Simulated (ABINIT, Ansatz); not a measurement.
## InH (Pm-3m): zone-centre phonons

Which modes does InH (Pm-3m) have at the zone centre?

Method: DFT PBEsol, scalar-relativistic, plane waves, PseudoDojo norm-conserving pseudopotentials, in ABINIT 10.8.3.

The structure was built from a prototype and need not be the compound's stable phase.

### 1. The starting structure

Symmetry: Pm-3m, No. 221, cubic system. Conventional cell: a = 3.101 Å, b = 3.101 Å, c = 3.101 Å, α = 90.00°, β = 90.00°, γ = 90.00°. In has 8 H at 2.69 Å nearest. H has 8 In at 2.69 Å nearest. Farther neighbours are not listed.

### 2. Relaxing the cell and atoms

The harmonic expansion needs vanishing forces, and a free crystal bears no stress, so cell and atoms are brought to rest. Stress is more sensitive to the basis than forces are: the last 3 Ha under the cutoff are smoothed with ecutsm, and the cutoff is raised above that of the later runs.

The starting cell comes from a relaxation made beforehand in Ansatz (PBEsol, PseudoDojo NC).

The input, relax.abi:

```
# relaxation
ionmov 2
optcell 2
dilatmx 1.08
ntime 40
tolmxf 1.0d-05
tolvrs 1.0d-14
prtwf 0
prtden 0
chksymtnons 0

# basis, mesh and filling
ecut 40.0
ecutsm 3.0
ngkpt 10 10 10
nshiftk 1
shiftk 0.0 0.0 0.0
istwfk *1
occopt 7
tsmear 0.01
nband 13
nstep 100
diemac 1000000.0
prtebands 0
prtgsr 0
useylm 1

# cell and atoms
acell 3*1.0 Angstrom
rprim 
    3.100789141 0.0 0.0
    0.0 3.100789141 0.0
    0.0 0.0 3.100789141
ntypat 2
znucl 49 1
natom 2
typat 1 2
xred 
    0.0 0.0 0.0
    0.5 0.5 0.5
pp_dirpath "./pseudo"
pseudos "In.upf, H.upf"
```

Launch:

```
OMP_NUM_THREADS=1 mpirun -n 4 abinit relax.abi > relax.log
```

Numbers of over 12 decimals in the logs are rounded to 6 here.

relax.abo, the main output file:

```text
[banners, grids, parts of the stress and lines that vanish by symmetry left out]
- input  file    -> relax.abi
- output file    -> relax.abo
- root for input  files -> relaxi
[...]
Symmetries : space group Pm -3 m (#221); Bravais cP (primitive cubic)
[...]
mpw =        3112          nfft =       64000          nkpt =          56
[...]
== DATASET  1 ==================================================================
[...]
cutoff_energies: {ecut:  40.0, pawecutdg:  -1.0, }
[...]
ETOT  1  -66.693427192283    -6.669E+01 5.190E-01 7.410E+01
 ETOT  2  -66.834006009419    -1.406E-01 2.330E-02 3.876E+00
 ETOT  3  -66.834794743762    -7.887E-04 4.956E-03 1.220E-01
 ETOT  4  -66.834807861814    -1.312E-05 2.146E-03 1.210E-02
 ETOT  5  -66.834808648357    -7.865E-07 2.053E-03 9.868E-04
[...]
At SCF step   11       vres2   =  7.69E-15 < tolvrs=  1.00E-14 =>converged.
[...]
sigma(1 1)=  1.63760603E-05  sigma(3 2)=  0.00000000E+00
  sigma(2 2)=  1.63760603E-05  sigma(3 1)=  0.00000000E+00
  sigma(3 3)=  1.63760603E-05  sigma(2 1)=  0.00000000E+00
[...]
convergence: {deltae:  9.948E-14, res2:  7.693E-15, residm:  7.163E-04, diffor: null, }
etotal    :  -6.68348088E+01
[...]
ETOT  1  -66.834794272176    -6.683E+01 1.173E-03 2.225E-01
[...]
At SCF step    9       vres2   =  3.17E-17 < tolvrs=  1.00E-14 =>converged.
[...]
sigma(1 1)=  1.42410814E-05  sigma(3 2)=  0.00000000E+00
  sigma(2 2)=  1.42410814E-05  sigma(3 1)=  0.00000000E+00
  sigma(3 3)=  1.42410814E-05  sigma(2 1)=  0.00000000E+00
[...]
convergence: {deltae: -1.918E-12, res2:  3.175E-17, residm:  1.641E-04, diffor: null, }
etotal    :  -6.68348133E+01
[...]
ETOT  1  -66.834007403064    -6.683E+01 1.397E-01 9.623E+00
[...]
At SCF step    9       vres2   =  1.44E-15 < tolvrs=  1.00E-14 =>converged.
[...]
sigma(1 1)= -3.04031615E-07  sigma(3 2)=  0.00000000E+00
  sigma(2 2)= -3.04031615E-07  sigma(3 1)=  0.00000000E+00
  sigma(3 3)= -3.04031615E-07  sigma(2 1)=  0.00000000E+00
[...]
convergence: {deltae:  3.240E-12, res2:  1.438E-15, residm:  9.910E-06, diffor: null, }
etotal    :  -6.68348270E+01
[...]
ETOT  1  -66.834826684497    -6.683E+01 3.841E-06 4.145E-03
[...]
ETOT  7  -66.834827037401    -3.823E-12 7.224E-07 5.652E-14
 ETOT  8  -66.834827037399     2.359E-12 2.860E-06 3.566E-16
 At SCF step    8       vres2   =  3.57E-16 < tolvrs=  1.00E-14 =>converged.
[...]
sigma(1 1)=  5.38254372E-09  sigma(3 2)=  0.00000000E+00
  sigma(2 2)=  5.38254373E-09  sigma(3 1)=  0.00000000E+00
  sigma(3 3)=  5.38254372E-09  sigma(2 1)=  0.00000000E+00
[...]
convergence: {deltae:  2.359E-12, res2:  3.566E-16, residm:  2.860E-06, diffor: null, }
etotal    :  -6.68348270E+01
[...]
At Broyd/MD step   4, gradients are converged :
[...]
sigma(1 1)=  5.38254372E-09  sigma(3 2)=  0.00000000E+00
  sigma(2 2)=  5.38254373E-09  sigma(3 1)=  0.00000000E+00
  sigma(3 3)=  5.38254372E-09  sigma(2 1)=  0.00000000E+00
[...]
- sigma(1 1)=  1.58359904E-04  sigma(3 2)=  0.00000000E+00
- sigma(2 2)=  1.58359904E-04  sigma(3 1)=  0.00000000E+00
- sigma(3 3)=  1.58359904E-04  sigma(2 1)=  0.00000000E+00
[...]
fcart     -0.0000000000E+00 -0.0000000000E+00 -0.0000000000E+00
           strten      5.3825437215E-09  5.3825437284E-09  5.3825437215E-09
================================================================================

[key lines of the parts left out:]
pressure_GPa:  -1.5836E-04
Total energy (etotal) [Ha]= -6.68348270373990E+01
```

Run time: 50 s. Hardware: 4 MPI ranks of Arm Neoverse V2, shared host.

Step by step:

```csv
step,energy less that of the first step (eV),largest force (eV/Å),volume (Å³)
1,0.0000,0.0000,29.81
2,-0.0001,0.0000,29.77
3,-0.0005,0.0000,29.48
4,-0.0005,0.0000,29.49
```

| conventional cell, symmetrised | before | after | change |
| --- | --- | --- | --- |
| a (Å) | 3.101 | 3.089 | -0.4 % |
| b (Å) | 3.101 | 3.089 | -0.4 % |
| c (Å) | 3.101 | 3.089 | -0.4 % |
| volume (Å³/atom) | 14.91 | 14.74 | -1.1 % |

Final coordinates:

```cif
data_structure
_symmetry_space_group_name_H-M 'P 1'
_symmetry_Int_Tables_number 1
_cell_length_a 3.0894
_cell_length_b 3.0894
_cell_length_c 3.0894
_cell_angle_alpha 90.000
_cell_angle_beta 90.000
_cell_angle_gamma 90.000
_cell_volume 29.49
loop_
_atom_site_label
_atom_site_type_symbol
_atom_site_fract_x
_atom_site_fract_y
_atom_site_fract_z
_atom_site_occupancy
In1 In 0.00000 0.00000 0.00000 1
H2 H 0.50000 0.50000 0.50000 1
```

This step gave:

```yaml
volume_per_atom: 14.74 Å³
pressure: -1.58e-4 GPa
gap_on_the_k_mesh: 0 eV
```

The volume changes by -1.1 % from the cell with which this run began.

### 3. Ground state

First-order wavefunctions inherit every error of the ground state, hence the very tight tolvrs. Occupations are smeared.

The input, gs.abi:

```
# ground state
tolvrs 1.0d-16
prtden 1
prtwf 1
prtpot 1

# basis, mesh and filling
ecut 32.0
ngkpt 12 12 12
nshiftk 1
shiftk 0.0 0.0 0.0
istwfk *1
occopt 7
tsmear 0.01
nband 13
nstep 100
diemac 1000000.0
prtebands 0
prtgsr 0
useylm 1

# cell and atoms
acell 3*1.0 Angstrom
rprim 
    3.08942614 0.0 0.0
    0.0 3.08942614 0.0
    0.0 0.0 3.08942614
ntypat 2
znucl 49 1
natom 2
typat 1 2
xred 
    0.0 0.0 0.0
    0.5 0.5 0.5
pp_dirpath "./pseudo"
pseudos "In.upf, H.upf"
```

Launch:

```
OMP_NUM_THREADS=1 mpirun -n 4 abinit gs.abi > gs.log
```

gs.abo, the main output file:

```text
[banners, grids, parts of the stress and lines that vanish by symmetry left out]
- input  file    -> gs.abi
- output file    -> gs.abo
- root for input  files -> gsi
[...]
Symmetries : space group Pm -3 m (#221); Bravais cP (primitive cubic)
[...]
mpw =        1751          nfft =       27000          nkpt =          84
[...]
== DATASET  1 ==================================================================
[...]
cutoff_energies: {ecut:  32.0, pawecutdg:  -1.0, }
[...]
ETOT  1  -66.706962496974    -6.671E+01 6.841E-01 3.437E+01
 ETOT  2  -66.834210452037    -1.272E-01 2.608E-02 1.220E+00
 ETOT  3  -66.834753784713    -5.433E-04 5.682E-03 4.596E-02
 ETOT  4  -66.834762872213    -9.088E-06 4.074E-03 1.577E-03
 ETOT  5  -66.834763115868    -2.437E-07 5.571E-03 9.365E-05
[...]
ETOT 11  -66.834763145588    -2.274E-12 4.519E-04 8.216E-16
 ETOT 12  -66.834763145587     1.094E-12 8.014E-04 2.250E-18
 At SCF step   12       vres2   =  2.25E-18 < tolvrs=  1.00E-16 =>converged.
[...]
sigma(1 1)= -2.09026273E-07  sigma(3 2)=  0.00000000E+00
  sigma(2 2)= -2.09026273E-07  sigma(3 1)=  0.00000000E+00
  sigma(3 3)= -2.09026273E-07  sigma(2 1)=  0.00000000E+00
[...]
convergence: {deltae:  1.094E-12, res2:  2.250E-18, residm:  8.014E-04, diffor: null, }
etotal    :  -6.68347631E+01
[...]
sigma(1 1)= -2.09026273E-07  sigma(3 2)=  0.00000000E+00
  sigma(2 2)= -2.09026273E-07  sigma(3 1)=  0.00000000E+00
  sigma(3 3)= -2.09026273E-07  sigma(2 1)=  0.00000000E+00
[...]
- sigma(1 1)= -6.14976527E-03  sigma(3 2)=  0.00000000E+00
- sigma(2 2)= -6.14976527E-03  sigma(3 1)=  0.00000000E+00
- sigma(3 3)= -6.14976527E-03  sigma(2 1)=  0.00000000E+00
[...]
fcart     -0.0000000000E+00 -0.0000000000E+00 -0.0000000000E+00
           strten     -2.0902627300E-07 -2.0902627300E-07 -2.0902627300E-07
================================================================================

[key lines of the parts left out:]
pressure_GPa:   6.1498E-03
```

It took 13 s on 4 MPI ranks.

Numbers from this step:

| Item | Value |
| --- | --- |
| pressure | 0.006150 GPa |

The cell stands at 0.0061 GPa, close enough for phonons.

### 4. Linear response at Γ

At q = 0 one unit cell holds all displacements. The response is solved for single atoms along the cell's directions, and symmetry skips those that follow from others. The crystal is treated as a metal, which screens a static field, so no field response is asked.

The input, dfpt_gamma.abi:

```

# common to the responses
getwfk_filepath "gso_WFK"
kptopt 2
nqpt 1
qpt 0.0 0.0 0.0
asr 0
chneut 0

# displacements
rfphon 1
rfatpol 1 2
rfdir 1 1 1
tolvrs 1.0d-10
prtwf 0

# basis, mesh and filling
ecut 32.0
ngkpt 12 12 12
nshiftk 1
shiftk 0.0 0.0 0.0
istwfk *1
occopt 7
tsmear 0.01
nband 13
nstep 100
diemac 1000000.0
prtebands 0
prtgsr 0
useylm 1

# cell and atoms
acell 3*1.0 Angstrom
rprim 
    3.08942614 0.0 0.0
    0.0 3.08942614 0.0
    0.0 0.0 3.08942614
ntypat 2
znucl 49 1
natom 2
typat 1 2
xred 
    0.0 0.0 0.0
    0.5 0.5 0.5
pp_dirpath "./pseudo"
pseudos "In.upf, H.upf"
```

Launch:

```
OMP_NUM_THREADS=1 mpirun -n 4 abinit dfpt_gamma.abi > dfpt_gamma.log
```

dfpt_gamma.abo, the main output file:

```text
[banners, grids, parts of the stress and lines that vanish by symmetry left out]
- input  file    -> dfpt_gamma.abi
- output file    -> dfpt_gamma.abo
- root for input  files -> dfpt_gammai
- root for output files -> dfpt_gammao

 Symmetries : space group Pm -3 m (#221); Bravais cP (primitive cubic)
================================================================================
 Values of the parameters that define the memory need of the present run (RF).
     intxc =       0      iscf =       7    lmnmax =      18     lnmax =       6
     mgfft =      30  mpssoang =       3    mqgrid =    3001     natom =       2
  nloc_mem =       1    nspden =       1   nspinor =       1    nsppol =       1
      nsym =      48    n1xccc =    2501    ntypat =       2    occopt =       7
   xclevel =       2
-    mband =          13        mffmem =           1         mkmem =         217
-   mkqmem =         217        mk1mem =         217           mpw =        1751
      nfft =       27000          nkpt =         868
- my_mband =          13
================================================================================
================================================================================

--------------------------------------------------------------------------------
------------- Echo of variables that govern the present computation ------------
--------------------------------------------------------------------------------
-
- outvars: echo of selected default values
-   iomode0 =  0 , fftalg0 =312 , wfoptalg0 =  0
-
- outvars: echo of global parameters not present in the input file
-  max_nthreads =    1
-
 -outvars: echo values of preprocessed input variables
 [... echo left out ...]
================================================================================

 chkinp: Checking input parameters for consistency.

[...]
== DATASET  1 ==================================================================
-   mpi_nproc: 4, omp_nthreads: 1 (-1 if OMP is not activated)

--- !DatasetInfo
iteration_state: {dtset: 1, }
dimensions: {natom: 2, nkpt: 868, mband: 13, nsppol: 1, nspinor: 1, nspden: 1, mpw: 1751, }
cutoff_energies: {ecut:  32.0, pawecutdg:  -1.0, }
electrons: {nelect:   1.40000000E+01, charge:   0.00000000E+00, occopt:   7.00000000E+00, tsmear:   1.00000000E-02, }
meta: {optdriver: 1, rfphon: 1, }
...

 mkfilename: getwfk from: gso_WFK

 Real(R)+Recip(G) space primitive vectors, cartesian coordinates (Bohr,Bohr^-1):
 R(1)=  5.8381693  0.0000000  0.0000000  G(1)=  0.1712866  0.0000000  0.0000000
 R(2)=  0.0000000  5.8381693  0.0000000  G(2)=  0.0000000  0.1712866  0.0000000
 R(3)=  0.0000000  0.0000000  5.8381693  G(3)=  0.0000000  0.0000000  0.1712866
 Unit cell volume ucvol=  1.9898945E+02 bohr^3
 Angles (23,13,12)=  9.00000000E+01  9.00000000E+01  9.00000000E+01 degrees
 setup1 : take into account q-point for computing boxcut.

 getcut: wavevector=  0.0000  0.0000  0.0000  ngfft=  30  30  30
         ecut(hartree)=     32.000   => boxcut(ratio)=   2.01792

--- Pseudopotential description ------------------------------------------------
- pspini: atom type   1  psp file is ./pseudo/In.upf

- pspini: atom type   2  psp file is ./pseudo/H.upf

   3.57499788E+02                                ecore*ucvol(ha*bohr**3)
--------------------------------------------------------------------------------

 ==>  initialize data related to q vector <==

 The list of irreducible perturbations for this q vector is:
    1)    idir= 1    ipert=   1
    2)    idir= 1    ipert=   2

[...]
The perturbation idir=   2  ipert=   1 is
 symmetric of a previously calculated perturbation.
 So, its SCF calculation is not needed.

 The perturbation idir=   3  ipert=   1 is
 symmetric of a previously calculated perturbation.
 So, its SCF calculation is not needed.

 The perturbation idir=   2  ipert=   2 is
 symmetric of a previously calculated perturbation.
 So, its SCF calculation is not needed.

 The perturbation idir=   3  ipert=   2 is
 symmetric of a previously calculated perturbation.
 So, its SCF calculation is not needed.

--------------------------------------------------------------------------------
 Perturbation wavevector (in red.coord.)   0.000000  0.000000  0.000000
 Perturbation : displacement of atom   1   along direction   1
 Found     8 symmetries that leave the perturbation invariant.

[...]
dfpt_looppert : total number of electrons, from k and k+q
  fully or partially occupied states are    1.400000E+01 and    1.400000E+01.
 Initialisation of the first-order wave-functions :
  ireadwf=   0

--- !BeginCycle
iteration_state: {dtset: 1, }
solver: {iscf: 7, nstep: 100, nline: 4, wfoptalg: 0, }
tolerances: {tolvrs: 1.00E-10, }
...

     iter   2DEtotal(Ha)        deltaE(Ha) residm    vres2
-ETOT  1   2.506794     -8.736E+03 1.866E+01 1.537E+02
 ETOT  2 -0.280355     -2.787E+00 1.401E-01 3.782E+01
 ETOT  3 -0.302286     -2.193E-02 8.142E-03 1.562E+00
 ETOT  4 -0.302724     -4.382E-04 6.314E-03 4.394E-01
 ETOT  5 -0.302998     -2.737E-04 1.685E-03 2.381E-03
[...]
At SCF step   10       vres2   =  3.75E-13 < tolvrs=  1.00E-10 =>converged.
[...]
Mean square residual over all n,k,spin=   23.419E-09; max=  50.491E-06

 Thirteen components of 2nd-order total energy (hartree) are
 1,2,3: 0th-order hamiltonian combined with 1st-order wavefunctions
     kin0=   1.21105015E+04 eigvalue=   5.77804834E+02  local=  -6.79080546E+03
 4,5,6: 1st-order hamiltonian combined with 1st and 0th-order wfs
 loc psp =  -2.60365845E+03  Hartree=   7.31178013E+02     xc=  -1.36092460E+02
 note that "loc psp" includes a xc core correction that could be resolved
 7,8,9: eventually, occupation + non-local contributions
    edocc=   2.76134253E+01     enl0=   2.21894086E+03   enl1=  -1.48746229E+04
 1-9 gives the relaxation energy (to be shifted if some occ is /=2.0)
   erelax=  -8.73914067E+03
 10,11,12 Non-relaxation  contributions : frozen-wavefunctions and Ewald
 fr.local=   1.21840346E+03 fr.nonlo=   7.43360975E+03  Ewald=   9.32728565E+00
 13,14 Frozen wf xc core corrections (1) and (2)
 frxc 1  =  -2.63360142E+02  frxc 2 =   3.40857326E+02
 Resulting in :
 2DEtotal=   -0.3029990430E+00 Ha. Also 2DEtotal=   -0.824502398999E+01 eV
    (2DErelax=   -8.7391406745E+03 Ha. 2DEnonrelax=    8.7388376754E+03 Ha)
    (  non-var. 2DEtotal :   -3.0299891433E-01 Ha)

[...]
Perturbation wavevector (in red.coord.)   0.000000  0.000000  0.000000
 Perturbation : displacement of atom   2   along direction   1
 Found     8 symmetries that leave the perturbation invariant.

--------------------------------------------------------------------------------

--------------------------------------------------------------------------------

 dfpt_looppert : total number of electrons, from k and k+q
  fully or partially occupied states are    1.400000E+01 and    1.400000E+01.
 Initialisation of the first-order wave-functions :
  ireadwf=   0

--- !BeginCycle
iteration_state: {dtset: 1, }
solver: {iscf: 7, nstep: 100, nline: 4, wfoptalg: 0, }
tolerances: {tolvrs: 1.00E-10, }
...

     iter   2DEtotal(Ha)        deltaE(Ha) residm    vres2
-ETOT  1 -0.239022     -2.947E+01 8.838E-01 7.396E+01
[...]
ETOT  7 -0.306006     -2.176E-10 3.546E-05 1.330E-09
 ETOT  8 -0.306006     -8.210E-12 8.381E-06 4.899E-11

 At SCF step    8       vres2   =  4.90E-11 < tolvrs=  1.00E-10 =>converged.
[...]
Mean square residual over all n,k,spin=   38.993E-10; max=  83.805E-07

 Thirteen components of 2nd-order total energy (hartree) are
 1,2,3: 0th-order hamiltonian combined with 1st-order wavefunctions
     kin0=   2.93948036E+01 eigvalue=  -9.17523947E-01  local=  -4.96284956E+00
 4,5,6: 1st-order hamiltonian combined with 1st and 0th-order wfs
 loc psp =  -4.26103646E+01  Hartree=   6.12614795E+00     xc=  -4.27276682E+00
 note that "loc psp" includes a xc core correction that could be resolved
 7,8,9: eventually, occupation + non-local contributions
    edocc=   4.61624423E+00     enl0=  -4.49733158E-01   enl1=  -1.64582801E+01
 1-9 gives the relaxation energy (to be shifted if some occ is /=2.0)
   erelax=  -2.95343225E+01
 10,11,12 Non-relaxation  contributions : frozen-wavefunctions and Ewald
 fr.local=   1.18662210E+01 fr.nonlo=   8.03481020E+00  Ewald=   9.32728565E+00
 13,14 Frozen wf xc core corrections (1) and (2)
 frxc 1  =   0.00000000E+00  frxc 2 =   0.00000000E+00
 Resulting in :
 2DEtotal=   -0.3060056245E+00 Ha. Also 2DEtotal=   -0.832683724163E+01 eV
    (2DErelax=   -2.9534322502E+01 Ha. 2DEnonrelax=    2.9228316878E+01 Ha)
    (  non-var. 2DEtotal :   -3.0600551613E-01 Ha)

[...]
---- first-order wavefunction calculations are completed ----

 ==> Compute Derivative Database <==

 [... matrices left out ...]
  Phonon wavevector (reduced coordinates) :  0.00000  0.00000  0.00000
 Phonon energies in Hartree :
  -2.220180E-03 -2.220180E-03 -2.220180E-03  2.040925E-05  2.040925E-05
   2.040925E-05
 Phonon frequencies in cm-1    :
- -4.872732E+02 -4.872732E+02 -4.872732E+02  4.479313E+00  4.479313E+00
-  4.479314E+00

== END DATASET(S) ==============================================================
================================================================================

 -outvars: echo values of variables after computation
            acell      1.8897261259E+00  1.8897261259E+00  1.8897261259E+00 Bohr
           etotal     -3.0600562450E-01
            fcart      0.0000000000E+00  0.0000000000E+00  0.0000000000E+00
           strten      0.0000000000E+00  0.0000000000E+00  0.0000000000E+00
================================================================================
```

It took 44 s on 4 MPI ranks.

Read from the output:

| Item | Value |
| --- | --- |
| largest acoustic frequency at the zone centre before the sum rule | 4.48 cm⁻¹ |
| highest optical zone-centre mode (no LO-TO term) | -487.3 cm⁻¹ |
| lowest optical zone-centre mode | -487.3 cm⁻¹ |

The acoustic modes at Γ come out as far as 4.5 cm⁻¹ from zero, where they should vanish, a small numerical error. The lowest optical mode is imaginary, 487i cm⁻¹, an instability at this level and on this k mesh.

### 5. Results

- space group after relaxation: Pm-3m
- volume per atom: 14.7 Å³
- highest optical zone-centre mode (no LO-TO term): -487.3 cm⁻¹

What this shows: At the PBEsol level the optical modes of InH (Pm-3m) at the zone centre lie at 487i cm⁻¹, so the structure is a saddle point, with 3 modes beyond 10i cm⁻¹ there. These are harmonic frequencies at zero temperature: anharmonic shifts and linewidths and thermal expansion are left out. In a metal the frequencies hang on the k mesh and the smearing, most of all near Kohn anomalies. A run on a mesh of wavevectors was begun and cut off at its time limit; it is not shown, and nothing is said of wavevectors that it left out. The structure is a hypothetical one, built on a prototype.

[Host names and launcher messages were left out of these logs when they were recorded.]

[Logs are printed without paths, hosts, clocks, repeated set-up lines and the standing remarks that a program may print on its own settings, such as how far it seeks lower states.]

[Hosts, paths, dates, database ids (printed as entryN), source tags and the programs' standing remarks are cut or masked in the printed files.]
